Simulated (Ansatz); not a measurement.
# Lattice dynamics of TiC (model cell, started as layered BN type), part 2 of 2

Wanted: vibrations and spectra of TiC (model cell, started as layered BN type); the cell is already relaxed. After the zone centre comes a 3×3×4 q mesh on a 15×15×12 k mesh.

Ansatz 0.2.0; DFT PBE, scalar-relativistic, plane waves, PAW.

So far. Step 2 (Modes at Γ): Before it was imposed, the acoustic sum rule was missed by 8.9e-5 eV/Å². Small misses are needed for a sound result but don't prove that mesh and cutoff are converged. The lowest optical mode is real, 292 cm⁻¹.

The structure was built from a prototype and need not be the compound's stable phase.

### 3. The dispersion (continued)

The partial phonon density of states has structure finer than the step of the table below, so its rows give means over 20 cm⁻¹, whole bins alone (the curve runs from -10 to 727 cm⁻¹). Peaks (cm⁻¹: height): C 564.7: 0.0822, 685.2: 0.0262; Ti 244.9: 0.0282, 319.1: 0.0302, 379.3: 0.0226, 564.7: 0.00645.

Phonopy on the run's constants, 19x19x13 mesh, Gaussian sigma 5.3 cm-1. Interpolated from a 3×3×4 q mesh. The partial phonon density of states by wavenumber; means over each step; values in 1/cm⁻¹/cell:

```csv
wavenumber (cm⁻¹),C,Ti
0,1.5e-5,5.4e-5
20,5.3e-5,2.1e-4
40,2.3e-4,8.9e-4
60,3.4e-4,0.00133
80,6.2e-4,0.00252
100,8.7e-4,0.00359
120,0.00124,0.00535
140,0.00147,0.00693
160,0.00157,0.00817
180,0.00175,0.0104
200,0.00186,0.0132
220,0.00183,0.0170
240,0.00182,0.0261
260,0.00138,0.0216
280,0.00122,0.0203
300,0.00132,0.0243
320,0.00130,0.0291
340,9.6e-4,0.0213
360,8.5e-4,0.0162
380,9.5e-4,0.0204
400,8.7e-4,0.0175
420,7.2e-4,0.0122
440,0.00102,6.5e-4
460,0.00142,2.2e-4
480,0.00191,2.8e-4
500,0.00378,5.0e-4
520,0.0268,0.00287
540,0.0503,0.00438
560,0.0730,0.00582
580,0.0240,0.00192
600,0.00650,4.9e-4
620,0.0118,6.7e-4
640,0.0194,0.00116
660,0.0245,0.00131
680,0.0246,8.8e-4
700,0.00775,1.6e-4
```

Harmonic thermodynamic functions per atom, from the density of states. Interpolated from a 3×3×4 q mesh. Thermodynamic functions, by row:

```csv
T (K),F_vib (meV/atom),S (J/mol-atom/K),C_V (J/mol-atom/K)
0,80.05,0,0
50,80,0.344,0.927
100,79.46,1.977,4.474
200,74.63,7.618,12.41
300,63.54,13.71,17.45
400,46.46,19.14,20.16
500,24.14,23.81,21.68
600,-2.69,27.86,22.6
700,-33.42,31.39,23.18
800,-67.6,34.51,23.57
900,-104.8,37.3,23.85
1000,-144.8,39.83,24.05
```

Harmonic mean-square displacement, third of the trace. Interpolated from a 3×3×4 q mesh. Mean square displacements, by row:

```csv
T (K),Ti1 U_eq (Å²),Ti2 U_eq (Å²),C3 U_eq (Å²),C4 U_eq (Å²)
0,0.00138,0.00138,0.00282,0.00282
100,0.00178,0.00178,0.00319,0.00319
300,0.00363,0.00363,0.00483,0.00483
600,0.00686,0.00686,0.00818,0.00818
```

Symmetry leaves 9 wavevectors to solve. The lowest mode among them, the acoustic zeros apart, lies at q = (0, 0.333, 0) and is real, 85.0 cm⁻¹.

### 4. Another isotope, element C, natural mass 12.011 amu

An isotope changes the mass and not the force constants, so no new electronic calculation is needed; the shifts show which modes move this element.

The same force constants with the mass of C changed from 12.011 to 13.003 u (phonopy, no LO-TO term). Both lists are sorted by frequency; levels can cross, so a row need not hold one and the same mode. Modes under 3 cm⁻¹ are left out. Isotope shifts, by row, the first 40 of 45 rows:

```csv
q,rank,natural mass (cm⁻¹),changed mass (cm⁻¹)
0 0 0,4,291.7,282.7
0 0 0,5,309.9,309.4
0 0 0,6,309.9,309.4
0 0 0,7,377.7,377.7
0 0 0,8,561.1,540.2
0 0 0,9,561.1,540.2
0 0 0,10,579.8,557.3
0 0 0,11,589.6,571.3
0 0 0,12,589.6,571.3
0 0 0.25,1,112.5,111.7
0 0 0.25,2,112.5,111.7
0 0 0.25,3,198.2,197.2
0 0 0.25,4,285,284.1
0 0 0.25,5,285,284.1
0 0 0.25,6,372.3,372.2
0 0 0.25,7,547.9,529.4
0 0 0.25,8,565.7,545.4
0 0 0.25,9,565.7,545.4
0 0 0.25,10,575.9,557.6
0 0 0.25,11,575.9,557.6
0 0 0.25,12,605.6,582.2
0 0 -0.5,1,212.2,211
0 0 -0.5,2,212.2,211
0 0 -0.5,3,212.2,211
0 0 -0.5,4,212.2,211
0 0 -0.5,5,324.1,323.3
0 0 -0.5,6,324.1,323.3
0 0 -0.5,7,568.3,549.2
0 0 -0.5,8,568.3,549.2
0 0 -0.5,9,568.3,549.2
0 0 -0.5,10,568.3,549.2
0 0 -0.5,11,633.4,610.3
0 0 -0.5,12,633.4,610.3
0 0.3333 0,1,84.95,84.2
0 0.3333 0,2,191.5,190.5
0 0.3333 0,3,256.3,255.2
0 0.3333 0,4,328.2,327.8
0 0.3333 0,5,349.4,349.2
0 0.3333 0,6,350.4,350.4
0 0.3333 0,7,472.6,456.6
```

A mode of this element alone would shift by -3.89 %. The highest zone-centre frequency without the field goes from 589.6 to 571.3 cm⁻¹ (-3.1 %). The product of the frequency ratios over all optical modes at Γ is 0.808; the product rule, (m/m′)^(3k/2) (M′/M)^(3/2) with k = 2 such atoms and M the mass of the cell, gives 0.808.

### 5. Isotope substitution, element Ti, natural mass 47.867 amu

The same for Ti, from 47.87 to 49.94 u.

The same force constants with the mass of Ti changed from 47.867 to 49.945 u (phonopy, no LO-TO term). Both lists are sorted by frequency; levels can cross, so a row need not hold one and the same mode. Modes under 3 cm⁻¹ are left out. Isotope shifts, by row, the first 40 of 45 rows:

```csv
q,rank,natural mass (cm⁻¹),changed mass (cm⁻¹)
0 0 0,4,291.7,290.5
0 0 0,5,309.9,303.6
0 0 0,6,309.9,303.6
0 0 0,7,377.7,369.8
0 0 0,8,561.1,560.6
0 0 0,9,561.1,560.6
0 0 0,10,579.8,579.8
0 0 0,11,589.6,587.1
0 0 0,12,589.6,587.1
0 0 0.25,1,112.5,110.6
0 0 0.25,2,112.5,110.6
0 0 0.25,3,198.2,194.6
0 0 0.25,4,285,279.4
0 0 0.25,5,285,279.4
0 0 0.25,6,372.3,364.6
0 0 0.25,7,547.9,546.4
0 0 0.25,8,565.7,564.9
0 0 0.25,9,565.7,564.9
0 0 0.25,10,575.9,573.7
0 0 0.25,11,575.9,573.7
0 0 0.25,12,605.6,605.5
0 0 -0.5,1,212.2,208.3
0 0 -0.5,2,212.2,208.3
0 0 -0.5,3,212.2,208.3
0 0 -0.5,4,212.2,208.3
0 0 -0.5,5,324.1,317.7
0 0 -0.5,6,324.1,317.7
0 0 -0.5,7,568.3,566.7
0 0 -0.5,8,568.3,566.7
0 0 -0.5,9,568.3,566.7
0 0 -0.5,10,568.3,566.7
0 0 -0.5,11,633.4,632.7
0 0 -0.5,12,633.4,632.7
0 0.3333 0,1,84.95,83.54
0 0.3333 0,2,191.5,188
0 0.3333 0,3,256.3,251.5
0 0.3333 0,4,328.2,321.5
0 0.3333 0,5,349.4,342.1
0 0.3333 0,6,350.4,343.1
0 0.3333 0,7,472.6,471.4
```

A mode of this element alone would shift by -2.10 %. The highest zone-centre frequency without the field goes from 589.6 to 587.1 cm⁻¹ (-0.4 %). The product of the frequency ratios over all optical modes at Γ is 0.927; the product rule, (m/m′)^(3k/2) (M′/M)^(3/2) with k = 2 such atoms and M the mass of the cell, gives 0.927.

### 6. What came out

```
space group (within 0.01 Å)                             : P6_3/mmc
volume per atom                                         : 12.1 Å³
electronic character                                    : no gap on this mesh
highest optical mode at the zone centre (no LO-TO term) : 590 cm⁻¹
lowest optical zone-centre mode                         : 292 cm⁻¹
lowest mode on the q mesh (acoustic modes at Γ apart)   : 85.0 cm⁻¹
highest frequency on the path or at a solved wavevector : 696 cm⁻¹
zero-point energy per atom                              : 80.0 meV
heat capacity at 300 K                                  : 17.4 J/(mol atoms K)
vibrational entropy at 300 K                            : 13.7 J/(mol atoms K)
Debye temperature (second moment)                       : 858 K
imaginary modes on the 3×3×4 q mesh                     : none
```

In words: The structure is a minimum as far as tested: no mode is imaginary at the 9 irreducible wavevectors of the 3×3×4 mesh, and the softest away from the acoustic zeros lies at 85 cm⁻¹. The optical modes at Γ span 292 to 590 cm⁻¹. The highest mode in this list at Γ, 589.6 cm⁻¹, is mostly motion of C (80 % of the kinetic energy). With no gap, or one that is small against the smearing, the frequencies hang on the k mesh and the smearing, most of all near Kohn anomalies. The starting cell was built on a prototype and not taken from a measurement, so the phase need not exist. These are harmonic frequencies at zero temperature: anharmonic shifts, linewidths and thermal expansion are left out.

[Logs are printed without paths, hosts, clocks, repeated set-up lines and the standing remarks that a program may print on its own settings, such as how far it seeks lower states.]

[Hosts, paths, dates, database ids (printed as entryN), source tags and the programs' standing remarks are cut or masked in the printed files.]
